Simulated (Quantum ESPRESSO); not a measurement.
# CoO: which magnetic order is lowest, part 2 of 2

Wanted: the moments of CoO and the energy of each order that was tried.

Quantum ESPRESSO 7.5; PBEsol; plane waves with GBRV 1.5 PBEsol potentials, no spin-orbit coupling.

So far, absolute magnetization (μB): step 2 (run 1 (ferro +)) 3.02.

### Step 5. Start 4: no spin polarisation

Contents of pw.in:

```
&CONTROL
  calculation = 'scf'
  prefix = 'pwscf'
  outdir = './tmp'
  pseudo_dir = './pseudo'
  disk_io = 'nowf'
/
&SYSTEM
  ibrav = 0
  nat = 2
  ntyp = 2
  ecutwfc = 40
  ecutrho = 280
  nbnd = 18
  occupations = 'smearing'
  smearing = 'fd'
  degauss = 0.00367493
/
&ELECTRONS
  conv_thr = 4d-09
  electron_maxstep = 150
  mixing_beta = 0.3
/
ATOMIC_SPECIES
Co     58.9332 co_pbesol_v1.2.uspp.F.UPF
O      15.9990 o_pbesol_v1.2.uspp.F.UPF
CELL_PARAMETERS angstrom
   0.0000000000    2.1315000000    2.1315000000
   2.1315000000    0.0000000000    2.1315000000
   2.1315000000    2.1315000000    0.0000000000
ATOMIC_POSITIONS crystal
Co      0.0000000000    0.0000000000    0.0000000000
O       0.5000000000    0.5000000000    0.5000000000
K_POINTS automatic
8 8 8 0 0 0
```

Command:

```
$ OMP_NUM_THREADS=1 mpirun -n 4 pw.x -nk 4 -in pw.in > pw.out
```

The log of the run:

```text
     [... lines left out ...]
Program PWSCF v.7.5 starts
     [... lines left out ...]
     number of atoms/cell      =            2
     [... lines left out ...]
     number of electrons       =        23.00
     number of Kohn-Sham states=           18
     kinetic-energy cutoff     =      40.0000  Ry
     charge density cutoff     =     280.0000  Ry
     scf convergence threshold =      4.0E-09
     [... lines left out ...]
     48 Sym. Ops., with inversion, found
     [... lines left out ...]
     number of k points=    29  Fermi-Dirac smearing, width (Ry)=  0.0037
     [... lines left out ...]
     iteration # 11     ecut=    40.00 Ry     beta= 0.30
     [... lines left out ...]
     the Fermi energy is    13.3460 ev
!    total energy              =    -330.39003507 Ry
     estimated scf accuracy    <          2.7E-09 Ry
     smearing contrib. (-TS)   =      -0.00235039 Ry
     [... lines left out ...]
     convergence has been achieved in  11 iterations
```

Run time: 2.2 s. Hardware: 4 MPI ranks of Arm Neoverse V2, shared host; peak memory 0.23 GiB.

Numbers from this step:

```yaml
smearing_term_ts: 0.03198 eV
final_state: non-magnetic (no spin polarisation)
```

### Step 6. The states side by side

An order is kept where moments of 0.15 μB or more survive with the typed signs; meshes match where a doubled cell samples the same k points as the first cell.

Orders:

```tsv
start	final state	typed order kept	energy over the lowest (meV a seeded atom)	largest site moment (μB)	net moment (μB a cell of the first run)	mesh matched	CPU time (s)
ferro +	ferromagnetic	yes	129.4	2.539	2.989	yes	18.03
antiferro q=(0,0,1/2) +-	antiferromagnetic	yes	0	2.387	0	yes	61.47
antiferro q=(0,1/2,1/2) +-	antiferromagnetic	yes	237.2	2.374	0	yes	100.5
no spin polarisation	non-magnetic	-	643.8	0	0	yes	8.52
```

### Step 7. Couplings from the energies

E = −Σ J e·e over ordered pairs of unit vectors, so each pair counts twice. As many shells are taken as there are differences of energy, so the couplings are solved for and no residual tests the model; further shells are folded in, and shells whose pairs keep their relative signs in all orders cancel and are not probed. Couplings from the energies:

```tsv
pair	distance (Å)	neighbours an atom	J (meV)
Co-Co	3.014	12	6.736
Co-Co	4.263	6	-17.52
```

### Step 8. The lowest state again, with its states saved

Contents of pw.in:

```
&CONTROL
  calculation = 'scf'
  prefix = 'pwscf'
  outdir = './tmp'
  pseudo_dir = './pseudo'
  disk_io = 'low'
/
&SYSTEM
  ibrav = 0
  celldm(1) = 8
  nat = 4
  ntyp = 3
  ecutwfc = 40
  ecutrho = 280
  nbnd = 36
  occupations = 'smearing'
  smearing = 'fd'
  degauss = 0.00367493
  nspin = 2
  starting_magnetization(1) = 0.1765
  starting_magnetization(2) = -0.1765
  starting_magnetization(3) = 0
/
&ELECTRONS
  conv_thr = 8d-09
  electron_maxstep = 150
  mixing_beta = 0.3
/
ATOMIC_SPECIES
Co1    58.9332 co_pbesol_v1.2.uspp.F.UPF
Co2    58.9332 co_pbesol_v1.2.uspp.F.UPF
O      15.9990 o_pbesol_v1.2.uspp.F.UPF
CELL_PARAMETERS alat
   0.0000000000000    0.5034939043300    0.5034939043300
   0.5034939043300    0.0000000000000    0.5034939043300
   1.0069878086600    1.0069878086600    0.0000000000000
ATOMIC_POSITIONS crystal
Co1     0.0000000000    0.0000000000    0.0000000000
Co2     0.0000000000    0.0000000000    0.5000000000
O       0.5000000000    0.5000000000    0.2500000000
O       0.5000000000    0.5000000000    0.7500000000
K_POINTS automatic
8 8 4 0 0 0
```

The log of the run:

```text
     [... lines left out ...]
Program PWSCF v.7.5 starts
     [... lines left out ...]
     number of atoms/cell      =            4
     [... lines left out ...]
     number of electrons       =        46.00
     number of Kohn-Sham states=           36
     kinetic-energy cutoff     =      40.0000  Ry
     charge density cutoff     =     280.0000  Ry
     scf convergence threshold =      8.0E-09
     [... lines left out ...]
     12 Sym. Ops., with inversion, found
     [... lines left out ...]
     number of k points=    35  Fermi-Dirac smearing, width (Ry)=  0.0037
     [... lines left out ...]
     iteration # 15     ecut=    40.00 Ry     beta= 0.30
     [... lines left out ...]
     Magnetic moment per site  (integrated on atomic sphere of radius R)
     atom   1 (R=0.208)  charge= 14.6220  magn=  2.3871
     atom   2 (R=0.208)  charge= 14.6220  magn= -2.3871
     atom   3 (R=0.208)  charge=  5.7290  magn= -0.0000
     atom   4 (R=0.208)  charge=  5.7290  magn= -0.0000
     [... lines left out ...]
     the Fermi energy is    13.6982 ev
!    total energy              =    -660.87470995 Ry
     estimated scf accuracy    <          2.2E-09 Ry
     smearing contrib. (-TS)   =      -0.00451253 Ry
     [... lines left out ...]
     total magnetization       =     0.00 Bohr mag/cell
     absolute magnetization    =     5.12 Bohr mag/cell
     convergence has been achieved in  15 iterations
```

Run time: 17 s. Hardware: 4 MPI ranks; peak memory 0.35 GiB; 67 s of CPU time.

Numbers from this step:

```
smearing term TS       : 0.06140 eV
magnetization          : 0 μB
absolute magnetization : 5.116 μB
final state            : antiferromagnetic
largest moment         : 2.387 μB
```

### Step 9. Another way to count moments

projwfc.x projects the saved states on orthogonalised atomic orbitals of the pseudopotential files.

The log of the run:

```text
[banner, memory and clock lines left out]
Program PROJWFC v.7.5 starts

     [... lines left out ...]
     IMPORTANT: XC functional enforced from input :
     Exchange-correlation= PBESOL
                           (   1   4  10   8   0   0   0)
     Any further DFT definition will be discarded
     Please, verify this is what you really want

     G-vector sticks info

     Check: negative core charge=   -0.000039

     Gaussian broadening (read from input): ngauss,degauss=   0    0.010000

     Calling projwave ....

  Problem Sizes
  natomwfc =           34
  nbnd     =           36
  nkstot   =           70
  npwx     =         1135
  nkb      =           62

     Atomic states used for projection
     (read from pseudopotential files):

     state #   1: atom   1 (Co1), wfc  1 (l=0 m= 1)
     state #   2: atom   1 (Co1), wfc  2 (l=1 m= 1)
     state #   3: atom   1 (Co1), wfc  2 (l=1 m= 2)
     state #   4: atom   1 (Co1), wfc  2 (l=1 m= 3)
     state #   5: atom   1 (Co1), wfc  3 (l=2 m= 1)
     state #   6: atom   1 (Co1), wfc  3 (l=2 m= 2)
     state #   7: atom   1 (Co1), wfc  3 (l=2 m= 3)
     state #   8: atom   1 (Co1), wfc  3 (l=2 m= 4)
     state #   9: atom   1 (Co1), wfc  3 (l=2 m= 5)
     state #  10: atom   1 (Co1), wfc  4 (l=0 m= 1)
     state #  11: atom   1 (Co1), wfc  5 (l=1 m= 1)
     state #  12: atom   1 (Co1), wfc  5 (l=1 m= 2)
     state #  13: atom   1 (Co1), wfc  5 (l=1 m= 3)
     state #  14: atom   2 (Co2), wfc  1 (l=0 m= 1)
     state #  15: atom   2 (Co2), wfc  2 (l=1 m= 1)
     state #  16: atom   2 (Co2), wfc  2 (l=1 m= 2)
     state #  17: atom   2 (Co2), wfc  2 (l=1 m= 3)
     state #  18: atom   2 (Co2), wfc  3 (l=2 m= 1)
     state #  19: atom   2 (Co2), wfc  3 (l=2 m= 2)
     state #  20: atom   2 (Co2), wfc  3 (l=2 m= 3)
     state #  21: atom   2 (Co2), wfc  3 (l=2 m= 4)
     state #  22: atom   2 (Co2), wfc  3 (l=2 m= 5)
     state #  23: atom   2 (Co2), wfc  4 (l=0 m= 1)
     state #  24: atom   2 (Co2), wfc  5 (l=1 m= 1)
     state #  25: atom   2 (Co2), wfc  5 (l=1 m= 2)
     state #  26: atom   2 (Co2), wfc  5 (l=1 m= 3)
     state #  27: atom   3 (O  ), wfc  1 (l=0 m= 1)
     state #  28: atom   3 (O  ), wfc  2 (l=1 m= 1)
     state #  29: atom   3 (O  ), wfc  2 (l=1 m= 2)
     state #  30: atom   3 (O  ), wfc  2 (l=1 m= 3)
     state #  31: atom   4 (O  ), wfc  1 (l=0 m= 1)
     state #  32: atom   4 (O  ), wfc  2 (l=1 m= 1)
     state #  33: atom   4 (O  ), wfc  2 (l=1 m= 2)
     state #  34: atom   4 (O  ), wfc  2 (l=1 m= 3)

 [... projections of the bands left out ...]

Lowdin Charges:

     Atom #   1: total charge =  16.6547, s =  2.3410, p =  6.9391, d =  7.3746,
                 spin up      =   9.5493, s =  1.1695,
                 spin up      =   9.5493, p =  3.4656, pz=  1.1552, px=  1.1552, py=  1.1552,
                 spin up      =   9.5493, d =  4.9142, dz2=  0.9703, dxz=  0.9912, dyz=  0.9912, dx2-y2=  0.9703, dxy=  0.9912,
                 spin down    =   7.1054, s =  1.1715,
                 spin down    =   7.1054, p =  3.4735, pz=  1.1578, px=  1.1578, py=  1.1578,
                 spin down    =   7.1054, d =  2.4604, dz2=  0.2294, dxz=  0.6672, dyz=  0.6672, dx2-y2=  0.2294, dxy=  0.6672,
                 polarization =   2.4439, s = -0.0020, p = -0.0079, d =  2.4538,
     Atom #   2: total charge =  16.6547, s =  2.3410, p =  6.9391, d =  7.3746,
                 spin up      =   7.1054, s =  1.1715,
                 spin up      =   7.1054, p =  3.4735, pz=  1.1578, px=  1.1578, py=  1.1578,
                 spin up      =   7.1054, d =  2.4604, dz2=  0.2294, dxz=  0.6672, dyz=  0.6672, dx2-y2=  0.2294, dxy=  0.6672,
                 spin down    =   9.5493, s =  1.1695,
                 spin down    =   9.5493, p =  3.4656, pz=  1.1552, px=  1.1552, py=  1.1552,
                 spin down    =   9.5493, d =  4.9142, dz2=  0.9703, dxz=  0.9912, dyz=  0.9912, dx2-y2=  0.9703, dxy=  0.9912,
                 polarization =  -2.4439, s =  0.0020, p =  0.0079, d = -2.4538,
     Atom #   3: total charge =   6.3032, s =  1.6231, p =  4.6801, d =  0.0000,
                 spin up      =   3.1516, s =  0.8115,
                 spin up      =   3.1516, p =  2.3401, pz=  0.7800, px=  0.7800, py=  0.7800,
                 spin up      =   3.1516, d =  0.0000, dz2=  0.0000, dxz=  0.0000, dyz=  0.0000, dx2-y2=  0.0000, dxy=  0.0000,
                 spin down    =   3.1516, s =  0.8115,
                 spin down    =   3.1516, p =  2.3401, pz=  0.7800, px=  0.7800, py=  0.7800,
                 spin down    =   3.1516, d =  0.0000, dz2=  0.0000, dxz=  0.0000, dyz=  0.0000, dx2-y2=  0.0000, dxy=  0.0000,
                 polarization =  -0.0000, s = -0.0000, p = -0.0000, d =  0.0000,
     Atom #   4: total charge =   6.3032, s =  1.6231, p =  4.6801, d =  0.0000,
                 spin up      =   3.1516, s =  0.8115,
                 spin up      =   3.1516, p =  2.3401, pz=  0.7800, px=  0.7800, py=  0.7800,
                 spin up      =   3.1516, d =  0.0000, dz2=  0.0000, dxz=  0.0000, dyz=  0.0000, dx2-y2=  0.0000, dxy=  0.0000,
                 spin down    =   3.1516, s =  0.8115,
                 spin down    =   3.1516, p =  2.3401, pz=  0.7800, px=  0.7800, py=  0.7800,
                 spin down    =   3.1516, d =  0.0000, dz2=  0.0000, dxz=  0.0000, dyz=  0.0000, dx2-y2=  0.0000, dxy=  0.0000,
                 polarization =  -0.0000, s = -0.0000, p = -0.0000, d =  0.0000,
     Spilling Parameter:   0.0018
```

The job ended after 1.5 s (4 MPI ranks; peak memory 0.06 GiB).

```tsv
atom	moment in the sphere (μB)	Löwdin moment (μB)	Löwdin charge (e)
Co1	2.387	2.444	16.655
Co2	-2.387	-2.444	16.655
O3	0.000	0.000	6.303
O4	0.000	0.000	6.303
```

### Step 10. What came out

| Quantity | Value |
| --- | --- |
| lowest state found | antiferromagnetic (from antiferro q=(0,0,1/2) +-) |
| largest site moment | 2.39 μB |
| next state with moments | ferromagnetic, 129 meV a seeded atom higher |
| state without moments | 644 meV a seeded atom higher |
| J of the weightiest shell (Co-Co, 4.26 Å; E = −Σ J e·e, ordered pairs) | -17.5 meV |

The largest moment changes by 6.5 % between the kept orders, a modest change. The largest moment reads 2.39 μB in the sphere and 2.44 μB by Löwdin projection; a site moment hangs on how space is shared out. Only these 4 starts were compared; other wavevectors, canted and longer-period orders were not. No Hubbard term acts here. In such compounds local and semilocal functionals without one often delocalise the d electrons, and can shrink or lose moments and miss the size, sign and order of the couplings. The smearing term is large for its width, so states at the Fermi level are partly filled: at this level the cell is a metal or has a gap of a few widths at most.

[Logs and program files are shortened in this print: banners, set-up blocks, solver, clock and traceback lines can be left out without a mark of their own.]

[Logs are printed without paths, hosts, clocks, repeated set-up lines and the standing remarks that a program may print on its own settings, such as how far it seeks lower states.]

[Hosts, paths, dates, database ids (printed as entryN), source tags and the programs' standing remarks are cut or masked in the printed files.]

[Where a cell is said to come from a database of computed structures, the database is the Materials Project.]
